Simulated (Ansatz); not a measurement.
# What BiN (model cell, started as CsCl type) distorts into

Which phase does BiN (model cell, started as CsCl type) fall into along its unstable mode, and how much energy does it gain?

Program: Ansatz 0.2.0. Level of theory: DFT PBEsol, scalar-relativistic, plane waves, PAW. Values are calculated unless marked as measured.

The structure was built from a prototype and need not be the compound's stable phase.

### 1. The starting structure

Symmetry: Pm-3m, No. 221, cubic system. The conventional cell has a = 3.138 Å, b = 3.138 Å, c = 3.138 Å, α = 90.00°, β = 90.00°, γ = 90.00°. Nearest to Bi lie 8 N at 2.72 Å. Nearest to N lie 8 Bi at 2.72 Å. Farther neighbours, and contacts between anions beyond the nearest, are not listed.

As a file:

```cif
data_structure
_symmetry_space_group_name_H-M 'Pm-3m'
_symmetry_Int_Tables_number 221
_cell_length_a 3.1376
_cell_length_b 3.1376
_cell_length_c 3.1376
_cell_angle_alpha 90.000
_cell_angle_beta 90.000
_cell_angle_gamma 90.000
_cell_volume 30.89
loop_
_atom_site_label
_atom_site_type_symbol
_atom_site_symmetry_multiplicity
_atom_site_Wyckoff_symbol
_atom_site_fract_x
_atom_site_fract_y
_atom_site_fract_z
_atom_site_occupancy
Bi1 Bi 1 a 0.00000 0.00000 0.00000 1
N1 N 1 b 0.50000 0.50000 0.50000 1
```

### 2. Phonons on a q mesh

Stability and thermal properties need the whole zone. Linear response on a 4×4×4 q mesh gives force constants as far as a supercell of that size would.

Contents of input.yaml:

```yaml
crystal:
  lattice:
    - [3.1375731501, 0.0, 0.0]
    - [0.0, 3.1375731501, 0.0]
    - [0.0, 0.0, 3.1375731501]
  atoms:
    - { symbol: Bi, position: [0.0, 0.0, 0.0] }
    - { symbol: "N", position: [0.5, 0.5, 0.5] }
kpoints:
  mp_grid: { grid: [16, 16, 16] }
hamiltonian:
  xc: pbesol
scf:
  occupations: { method: methfessel_paxton, width: 0.2 }
output:
  eigenvalues: true
phonons:
  method: dfpt
  qmesh: [4, 4, 4]
  temperatures: { t_max: 1000, t_step: 50 }
  qpath:
    path:
      - [[0.0, 0.0, 0.0], [0.0, 0.5, 0.0], [0.5, 0.5, 0.0], [0.0, 0.0, 0.0], [0.5, 0.5, 0.5], [0.0, 0.5, 0.0]]
      - [[0.5, 0.5, 0.5], [0.5, 0.5, 0.0]]
    npoints: 10
```

Started as:

```bash
$ ansatz run input.yaml --threads 4 --pin off --max-ram 7168MiB --backend cpu --events-out ev --progress --plain --runs-dir out
```

Log:

```text
Engine: ansatz 0.2.0, aarch64-unknown-linux-gnu
Pseudopotentials: kind: paw
Pseudopotential: Bi, paw, valence charge 15, recommended cutoff 420 eV (normal), Bi.paw.azcp
Pseudopotential: N, paw, valence charge 5, recommended cutoff 420 eV (normal), N.paw.azcp
Functional definition: PBEsol
  exchange = pbesol_x
  correlation = pbesol_c
Crystal: 2 atoms, lattice volume = 30.887 Å³
Basis set: ecut = 420 eV, 619 PW (Γ), exchange–correlation on 48×48×48 points (8 copies of the dense FFT grid, shifted against one another)
Bands: 14, of which v1, the nominal top of the filled ones, is band 10 counted from 1 (9 counted from 0)
Symmetry: 48 space group operations
k-points: 165 of 4096
Non-local potential: Bi, projectors of the file, l = 0: 2, l = 1: 2, l = 2: 2, l = 3: 2
Non-local potential: N, projectors of the file, l = 0: 2, l = 1: 2, l = 2: 1
PAW form: soft (Blöchl's): semilocal exchange-correlation on the pseudo side does not see the compensation charge
PAW frozen core: Bi, regenerated for the run's functional, and the local potential with it (the file was generated under x = pbe(κ = 0.804, μ = 0.219515), c = pbe(β = 0.066725))
PAW frozen core: N, regenerated for the run's functional, and the local potential with it (the file was generated under x = pbe(κ = 0.804, μ = 0.219515), c = pbe(β = 0.066725))
PAW one-centre angular grid: Bi, 590 points (default); XC on 64 Gauss nodes
PAW one-centre angular grid: N, 110 points (default); XC on 64 Gauss nodes
Initial density: superposition of atomic densities (neutral atoms: chi_scale 0, normalization atom), corrected by the library's trained network
Initial wavefunctions: pseudopotential atomic-orbital guess
Functional: x = pbesol(κ = 0.804, μ = 0.123457), c = pbesol(β = 0.046)
SCF iter   1: F=—  HF=-12618.040732 eV  |F-HF|=—  |Δ(HF+E_count)|=         —  Δρ=1.74e-2  dr2=1.23e-1  ethr=1.77e-3  ⟨swp⟩=5.0  Hψ=11301  notcnv=0
preconditioner: auto → none  [metal: Δε(μ)=0.019 eV  Ē_g=19.990 eV  σ=0.200 eV  W_gap=0.08  n_scr=6 (ndim 8)  ℏωp=29.9 eV  f_vac=0.000  D(μ)=0.96/eV (n_scr^D=6)  sad-step TF]
SCF iter   2: F=—  HF=-12618.028030 eV  |F-HF|=—  |Δ(HF+E_count)|=   1.27e-2  S|Δr|=    0.00e0  Δρ=1.25e-2  dr2=6.86e-2  ethr=6.15e-4  ⟨swp⟩=1.0  Hψ=3630  notcnv=0
SCF iter   3: F=—  HF=-12618.014426 eV  |F-HF|=—  |Δ(HF+E_count)|=   1.36e-2  S|Δr|=    0.00e0  Δρ=1.17e-3  dr2=4.15e-4  ethr=3.43e-4  ⟨swp⟩=1.5  Hψ=2414  notcnv=0
SCF iter   4: F=—  HF=-12618.014518 eV  |F-HF|=—  |Δ(HF+E_count)|=   9.19e-5  S|Δr|=    0.00e0  Δρ=2.02e-4  dr2=3.22e-6  ethr=2.08e-6  ⟨swp⟩=2.0  Hψ=2773  notcnv=0
SCF iter   5: F=—  HF=-12618.014536 eV  |F-HF|=—  |Δ(HF+E_count)|=   1.74e-5  S|Δr|=    0.00e0  Δρ=4.43e-5  dr2=6.58e-7  ethr=1.61e-8  ⟨swp⟩=2.0  Hψ=3982  notcnv=0
SCF iter   6: F=—  HF=-12618.014532 eV  |F-HF|=—  |Δ(HF+E_count)|=   4.23e-6  S|Δr|=    0.00e0  Δρ=1.12e-5  dr2=3.72e-8  ethr=3.29e-9  ⟨swp⟩=2.4  Hψ=3697  notcnv=0
SCF iter   7: F=—  HF=-12618.014531 eV  |F-HF|=—  |Δ(HF+E_count)|=   4.87e-9  S|Δr|=    0.00e0  Δρ=2.41e-6  dr2=2.30e-9  ethr=1.86e-10  ⟨swp⟩=2.0  Hψ=2774  notcnv=0
SCF iter   8: F=—  HF=-12618.014531 eV  |F-HF|=—  |Δ(HF+E_count)|=  6.08e-10  S|Δr|=    0.00e0  Δρ=1.96e-7  dr2=1.30e-11  ethr=1.15e-11  ⟨swp⟩=2.0  Hψ=2723  notcnv=0
SCF iter   9: F=-12618.014531 eV  HF=-12618.014531 eV  |F-HF|=1.82e-12  |Δ(HF+E_count)|=  9.09e-12  S|Δr|=    0.00e0  Δρ=6.35e-8  dr2=1.40e-12  ethr=1.00e-12  ⟨swp⟩=5.8  Hψ=10098  notcnv=0
the search or the solves at the SCF's close seem to have found levels that the self-consistency loop had missed (the run counts 2). By its estimate they hold under 1e-12 electrons; where the run keeps them, the occupations were computed again with them
SCF 1 converged in 9 iterations: F = -12618.014531 eV  dr2 = 1.40e-12
  greatest PAW one-centre occupation: 0.990 electrons in one spin orbital (limit 2), on the Bi atom at site 0 (counted from 0), in its partial waves of l = 2
Initial density: read from a saved state, or passed on in memory by an earlier SCF of this step, an earlier step, the calling program or the single point that the run made first
iter 1 solved again at ethr=1.80e-7 eV; its pass at ethr=3.10e-3 eV (dr2=3.59e-5 eV) is discarded
SCF iter   1: F=—  HF=-12618.014522 eV  |F-HF|=—  |Δ(HF+E_count)|=         —  Δρ=9.28e-7  dr2=1.12e-10  ethr=1.80e-7  ⟨swp⟩=3.2  Hψ=18818  notcnv=0
eigensolver tolerance schedule: the retry pair's looser diagonalisation over-reported the residual by 320188.76 of it (diagonalisation noise at an unbounded share of the residual, at the tolerance the schedule requests for it); recorded, not acted on — ethr = c·dr2/N_el stays at c = 1.0e-1
preconditioner: auto → none  [metal: Δε(μ)=0.018 eV  Ē_g=19.968 eV  σ=0.200 eV  W_gap=0.08  n_scr=6 (ndim 8)  ℏωp=29.9 eV  f_vac=0.000  D(μ)=1.11/eV (n_scr^D=6)]
SCF iter   2: F=—  HF=-12618.014531 eV  |F-HF|=—  |Δ(HF+E_count)|=   9.20e-6  S|Δr|=    0.00e0  Δρ=6.34e-7  dr2=6.42e-11  ethr=1.00e-12  ⟨swp⟩=4.1  Hψ=6531  notcnv=0
SCF iter   3: F=—  HF=-12618.014531 eV  |F-HF|=—  |Δ(HF+E_count)|=  1.27e-11  S|Δr|=    0.00e0  Δρ=3.81e-7  dr2=2.16e-11  ethr=1.00e-12  ⟨swp⟩=1.0  Hψ=2310  notcnv=0
SCF iter   4: F=-12618.014531 eV  HF=-12618.014531 eV  |F-HF|=7.28e-12  |Δ(HF+E_count)|=  3.64e-12  S|Δr|=    0.00e0  Δρ=2.58e-7  dr2=9.83e-12  ethr=1.00e-12  ⟨swp⟩=3.7  Hψ=6909  notcnv=0
SCF 2 converged in 4 iterations: F = -12618.014531 eV  dr2 = 9.83e-12
phonons: the bands overlap, so this run is a metal and interpolates without the dipole-dipole term. If the crystal is really an insulator or semiconductor, its LO-TO splitting is missing
NSCF: frozen V_eff on 165 k-points
NSCF: frozen V_eff on 405 k-points
DFPT response loops at q = (0, 0, 0) (fractional): preconditioner auto → Kerker (q_TF=auto, 2.538 Å⁻¹) (partly filled bands, converged f_vac=0.000); β = 1.00, the filter's whole step (`scf.mixing.beta` (0.50) is not read by the response loops under this deck's `scf.mixing.preconditioner`; to damp them name `kerker` or `kerker_dos`, under which they read `scf.mixing.beta`, and type it under 1.00, their step now; both keys bind the ground state too); Broyden in place of MSR1
NSCF: frozen V_eff on 2592 k-points
DFPT response loops at q = (0, 0, 0.25) (fractional): mixed as the last ones told, above
NSCF: frozen V_eff on 1458 k-points
DFPT response loops at q = (0, 0, -0.5) (fractional): mixed as the last ones told, above
NSCF: frozen V_eff on 4608 k-points
DFPT response loops at q = (0, 0.25, 0.25) (fractional): mixed as the last ones told, above
NSCF: frozen V_eff on 2592 k-points
DFPT response loops at q = (0, 0.25, -0.5) (fractional): mixed as the last ones told, above
NSCF: frozen V_eff on 1458 k-points
DFPT response loops at q = (0, -0.5, -0.5) (fractional): mixed as the last ones told, above
NSCF: frozen V_eff on 4352 k-points
DFPT response loops at q = (0.25, 0.25, 0.25) (fractional): mixed as the last ones told, above
NSCF: frozen V_eff on 4608 k-points
DFPT response loops at q = (0.25, 0.25, -0.5) (fractional): mixed as the last ones told, above
NSCF: frozen V_eff on 2592 k-points
DFPT response loops at q = (0.25, -0.5, -0.5) (fractional): mixed as the last ones told, above
NSCF: frozen V_eff on 810 k-points
DFPT response loops at q = (-0.5, -0.5, -0.5) (fractional): mixed as the last ones told, above
SCF converged after 9 iterations
Stability not checked: this state was not tested for a lower state beside it, because cold or Methfessel-Paxton smearing, or corrected tetrahedra, fill the levels in a way that the test cannot read (fill_not_monotonic; see scf.lower_state_search)
Free energy (F): -12618.014531 eV
Harris-Foulkes:  -12618.014531 eV  (|F-HF|=1.82e-12)
Internal energy: -12618.012258 eV  (E = F + TS)
E sigma→0 (E₀):  -12618.013963 eV
Entropy (-TS):   -0.002273 eV (-1.137 meV/atom)
Fermi energy:    14.075434 eV
--- Per-component energies (eV) ---
  E_band       = -11.135711
  E_kinetic    = 427.275591
  E_local      = -1299.966551  (includes V_loc(G=0)·N_el)
  E_nonlocal   = 611.031923
  E_hartree    = 388.041800
  E_xc         = -210.196373
  E_vxc        = -220.509027  (∫ρ·V_xc dr)
  E_paw        = -10630.590154  (= ΣΔE_a)
  E_vpaw       = -305.050799  (= ΣTr[D̂ρ^β])
  E_aug_tail   = -0.000452  (compensation charges beyond the density's cutoff)
  E_ewald      = -1903.725895
  E_core_change = 0.117851  (= ΣΔE_core)
  E_smearing   = -0.002273  (= −TS)
  E_closure    = 0.000000  (closes the sum)
  Σ components = -12618.014531   (vs F -12618.014531, Δ=0.00e0)
--- Band table (eV; the first three rows and the last of 165) ---
  k-point 0: bands = [... 6 lower, 5.8742, 12.1076, 12.1076, 12.1076, 21.4127, 21.4127, 21.4127, 21.4204]
  k-point 1: bands = [... 6 lower, 5.7756, 12.0812, 12.1537, 12.1537, 20.4386, 21.3493, 21.3493, 21.4557]
  k-point 2: bands = [... 6 lower, 5.4827, 12.0266, 12.2887, 12.2887, 19.4158, 21.1599, 21.1599, 21.5619]
  k-point 164: bands = [... 6 lower, 6.9238, 11.4893, 11.4893, 11.4893, 12.1666, 12.1666, 12.1666, 27.6492]
--- Phonons (Γ-DFPT): 2 representative perturbations + reference (Σ response iterations 6) ---
  ASR residual: 5.796e-5 → 0.000e0 eV/Å²; symmetrization residual: 1.370e-6 eV/Å²
  ASR residual per site (eV/Å²): 3.94e-6 5.80e-5
  Γ frequencies (cm⁻¹): -249.68 -249.68 -249.68 0.00 0.00 0.00
--- Phonons (arbitrary-q DFPT): 10 irreducible q on the 4×4×4 mesh ---
  q = [0.0000, 0.0000, 0.0000] (star 1, of the zone-centre solve; hermiticity 9.10e-7, symmetrization 3.93e-13): -249.68 -249.68 -249.68 -0.00 0.00 0.00
  q = [0.0000, 0.0000, 0.2500] (star 6, 4 solved perturbations in 4032 linear systems a pass and spin channel, the states on 1296 of 4096 k-point pairs; hermiticity 2.14e-7, symmetrization 3.35e-13): -207.21 -207.21 -30.76 -30.76 106.19 169.36
  q = [0.0000, 0.0000, -0.5000] (star 3, 4 solved perturbations in 2268 linear systems a pass and spin channel, the states on 729 of 4096 k-point pairs; hermiticity 2.49e-14, symmetrization 3.56e-13): -62.09 -62.09 79.90 79.90 166.29 320.70
  q = [0.0000, 0.2500, 0.2500] (star 12, 4 solved perturbations in 7056 linear systems a pass and spin channel, the states on 2304 of 4096 k-point pairs; hermiticity 2.73e-7, symmetrization 4.63e-13): -204.59 -201.36 -55.88 101.24 108.39 238.24
  q = [0.0000, 0.2500, -0.5000] (star 12, 6 solved perturbations on 1296 of 4096 k-point pairs; hermiticity 2.78e-7, symmetrization 8.39e-15): -169.57 -76.51 48.66 51.92 169.83 231.87
  q = [0.0000, -0.5000, -0.5000] (star 3, 4 solved perturbations in 2268 linear systems a pass and spin channel, the states on 729 of 4096 k-point pairs; hermiticity 6.60e-7, symmetrization 3.67e-13): -255.52 -255.52 -228.50 -89.92 141.99 141.99
  q = [0.2500, 0.2500, 0.2500] (star 8, 2 solved perturbations on 2176 of 4096 k-point pairs; hermiticity 2.32e-7, symmetrization 7.94e-13): -85.13 -85.13 45.16 119.31 119.31 183.06
  q = [0.2500, 0.2500, -0.5000] (star 12, 4 solved perturbations in 7056 linear systems a pass and spin channel, the states on 2304 of 4096 k-point pairs; hermiticity 2.28e-7, symmetrization 3.68e-14): -254.55 -86.22 67.29 143.06 164.66 235.68
  q = [0.2500, -0.5000, -0.5000] (star 6, 4 solved perturbations in 4032 linear systems a pass and spin channel, the states on 1296 of 4096 k-point pairs; hermiticity 3.25e-7, symmetrization 3.64e-13): 55.23 71.92 71.92 170.94 170.94 202.85
  q = [-0.5000, -0.5000, -0.5000] (star 1, 2 solved perturbations on 405 of 4096 k-point pairs; hermiticity 2.48e-14, symmetrization 1.93e-12): 116.82 116.82 116.82 303.82 303.82 303.82
  sum rule: each row above includes the acoustic sum rule's correction from the zone centre's row sums; it moved no ω² by more than (1.06 cm⁻¹)²
  mesh force constants: q→R imaginary residual 4.06e-18; ASR residual 5.796e-5 → 0.000e0 eV/Å²; symmetrization residual 2.665e-15 eV/Å²
  interpolated dispersion: 62 rows × 6 modes
  density of states and harmonic sums: on the 20×20×20 q-mesh, interpolated from the force constants of a 4×4×4 supercell (no non-analytic term)
  largest difference from the sums on the solved wave vectors: F 4.56e-2 eV, S 6.82e-5 and C_V 2.26e-5 eV/K
  zero-point energy: 0.030491 eV/cell   skipped modes (ω ≤ 0): 736, of them read as no rigid motion or as one in doubt: 733 (2.575e0 modes/cell left out, lowest -258.00 cm⁻¹)   left out of the sums: 4.29e-1 of the cell's modes: C_V's classical limit lies that fraction below 3 k_B per atom; for a crystal, a wire or a layer, F and S can be off by more, and a phonons.interpolated_qmesh denser along its periods is the remedy for the sampling
```

Wall time 6.1 min (4 threads of Arm Neoverse V2, shared host); peak memory 2.8 GiB.

Reading the cycles: dr2 is the Hartree energy of the density residual (eV), the measure of convergence; HF is the Harris–Foulkes estimate of the energy, which meets the free energy F at convergence.

This step gave:

* volume per atom: 15.44 Å³
* gap on the k-mesh: 0 eV
* sum-rule residual before enforcement: 5.80e-5 eV/Å²
* lowest frequency on the path: -255.5 cm⁻¹
* point group: m-3m
* highest frequency on path, mesh or solved points: 320.7 cm⁻¹
* highest optical mode at the zone centre (no LO-TO term): -249.7 cm⁻¹
* lowest optical zone-centre mode: -249.7 cm⁻¹
* lowest mode on the q mesh (acoustic modes at Γ apart): -255.5 cm⁻¹

Frequencies (cm⁻¹) solved at each irreducible wavevector; negative means imaginary. Frequencies by wavevector, by row:

```
q in reciprocal lattice units  star  mode 1  mode 2  mode 3  mode 4  mode 5  mode 6
                        0 0 0     1  -249.7  -249.7  -249.7       0       0       0
                     0 0 0.25     6  -207.2  -207.2   -30.8   -30.8   106.2   169.4
                     0 0 -0.5     3   -62.1   -62.1    79.9    79.9   166.3   320.7
                  0 0.25 0.25    12  -204.6  -201.4   -55.9   101.2   108.4   238.2
                  0 0.25 -0.5    12  -169.6   -76.5    48.7    51.9   169.8   231.9
                  0 -0.5 -0.5     3  -255.5  -255.5  -228.5   -89.9     142     142
               0.25 0.25 0.25     8   -85.1   -85.1    45.2   119.3   119.3   183.1
               0.25 0.25 -0.5    12  -254.6   -86.2    67.3   143.1   164.7   235.7
               0.25 -0.5 -0.5     6    55.2    71.9    71.9   170.9   170.9   202.8
               -0.5 -0.5 -0.5     1   116.8   116.8   116.8   303.8   303.8   303.8
```

Interpolated from a 4×4×4 q mesh. The phonon branches at the labelled points (cm⁻¹):

| point | branch 1 | branch 2 | branch 3 | branch 4 | branch 5 | branch 6 |
| --- | --- | --- | --- | --- | --- | --- |
| Γ | -250 | -250 | -250 | 0 | 0 | 0 |
| halfway | -207 | -207 | -31 | -31 | 106 | 169 |
| X | -62 | -62 | 80 | 80 | 166 | 321 |
| halfway | -170 | -76 | 49 | 52 | 170 | 232 |
| M | -256 | -256 | -228 | -90 | 142 | 142 |
| halfway | -205 | -201 | -56 | 101 | 108 | 238 |
| Γ | -250 | -250 | -250 | 0 | 0 | 0 |
| halfway | -85 | -85 | 45 | 119 | 119 | 183 |
| R | 117 | 117 | 117 | 304 | 304 | 304 |
| halfway | -254 | -86 | 67 | 143 | 165 | 236 |
| X | -62 | -62 | 80 | 80 | 166 | 321 |
| jump to R | 117 | 117 | 117 | 304 | 304 | 304 |
| halfway | 55 | 72 | 72 | 171 | 171 | 203 |
| M | -256 | -256 | -228 | -90 | 142 | 142 |

The phonon branches as a text plot (rows in cm⁻¹):

```
    309 |      ****                          *****     ****
    285 |                                       * *        *
    261 |     *    *                        **   * *  *    *
    237 |    *             ***                   *  *       *
    213 |                              *   *      *  *      **
    189 |           *     *   *         *   *         *
    165 |   *  *******   *           **  **        ** ****   *
    141 |    **      ******              ***      ****        ***
    117 |   *     *        ***          *   ******      * ***
     93 |        * *      *  ***       *   **    ***       *
     69 |  *   ***             *     *** **       * *    *  **
     45 | *        *           **   *   *            *       *
     21 |*                       * *                    *
     -3 |*                       **
    -27 | *****   * *          **                 *   *
    -51 |       **           **                    *  ****    *
    -75 |      *  *****  ****           *           **         **
    -99 |         * *  **                                     *
   -123 |            *   *          *    ***           *
   -147 |  *  *    *
   -171 |    *       *          *      *                      **
   -195 |   *       * *   ****                     *  *
   -219 | *          *****    *  * * **                        **
   -243 |***           **      ******               **          *
         Γ      X      M          Γ            R        X|R     M
```

Symmetry leaves 10 wavevectors to solve. The lowest mode among them, the acoustic zeros apart, lies at q = (0, -0.5, -0.5) and is imaginary, 255.5i cm⁻¹, so the energy falls along it.

### 3. The mode frozen in, largest atomic shift 0 Å

The mode followed lies at q = (0, -0.5, -0.5) with frequency 255.5i cm⁻¹ and is 2-fold degenerate, the softest among the wavevectors solved. At small amplitude the pattern taken leaves space group no. 51 by a symmetry search on the positions. The undistorted cell that holds it gives the zero of energy on the same k mesh.

System of this step: BiN (model cell, started as CsCl type). The structure is cubic, space group Pm-3m (No. 221). The conventional cell has a = 3.138 Å, b = 3.138 Å, c = 3.138 Å, α = 90.00°, β = 90.00°, γ = 90.00°. Nearest to Bi lie 8 N at 2.72 Å. Nearest to N lie 8 Bi at 2.72 Å. Farther neighbours, and contacts between anions beyond the nearest, are not listed.

Contents of input.yaml:

```yaml
crystal:
  lattice:
    - [-3.1375731501, 0.0, 0.0]
    - [0.0, -3.1375731501, -3.1375731501]
    - [0.0, -3.1375731501, 3.1375731501]
  atoms:
    - { symbol: Bi, position: [0.0, 0.5, 0.5] }
    - { symbol: Bi, position: [0.0, 1.0, 1.0] }
    - { symbol: "N", position: [0.5, 0.0, 0.5] }
    - { symbol: "N", position: [0.5, 0.5, 0.0] }
kpoints:
  mp_grid: { grid: [14, 10, 10] }
hamiltonian:
  xc: pbesol
scf:
  occupations: { method: methfessel_paxton, width: 0.2 }
output:
  forces: true
  stress: true
  eigenvalues: true
```

Log:

```text
[...]
Crystal: 4 atoms, lattice volume = 61.775 Å³
Basis set: ecut = 420 eV, 1195 PW (Γ), exchange–correlation on 48×60×60 points (8 copies of the dense FFT grid, shifted against one another)
Bands: 24, of which v1, the nominal top of the filled ones, is band 20 counted from 1 (19 counted from 0)
Symmetry: 32 space group operations
[...]
k-points: 168 of 1400
[...]
k-point 0: bands = [... 16 lower, 12.1169, 12.1173, 12.1173, 13.7824, 17.8672, 17.8672, 21.4158, 21.4159, ... 4 higher]
  k-point 1: bands = [... 16 lower, 11.9796, 12.1759, 12.2754, 13.7739, 17.6764, 17.9034, 20.5791, 20.7100, ... 4 higher]
  k-point 2: bands = [... 16 lower, 11.5965, 12.3455, 12.7005, 13.7406, 17.1882, 18.0118, 19.6267, 19.9320, ... 4 higher]
  k-point 167: bands = [... 16 lower, 7.9245, 7.9245, 13.7829, 13.7829, 17.8669, 17.8669, 17.8672, 17.8672, ... 4 higher]
[key lines of the parts left out:]
SCF converged after 7 iterations
Free energy (F): -25236.025524 eV
Fermi energy:    14.103385 eV
P = ⅓ Tr σ = 0.0750 GPa (0.750 kbar)
```

The job ended after 4.1 s (4 threads; peak memory 0.49 GiB; 15 s of CPU time).

Numbers from this step:

```
pressure                         : 0.07498 GPa
energy from the undistorted cell : 0 meV/atom
```

The run ends at a pressure of 0.07 GPa.

[end of part 1 of 3]

[Long decimals in the printed logs are rounded to 6 places.]

[Logs are printed without paths, hosts, clocks, repeated set-up lines and the standing remarks that a program may print on its own settings, such as how far it seeks lower states.]

[Hosts, paths, dates, database ids (printed as entryN), source tags and the programs' standing remarks are cut or masked in the printed files.]

[Where the starting crystal was built by hand or by swapping elements, it need not be the compound's stable phase.]
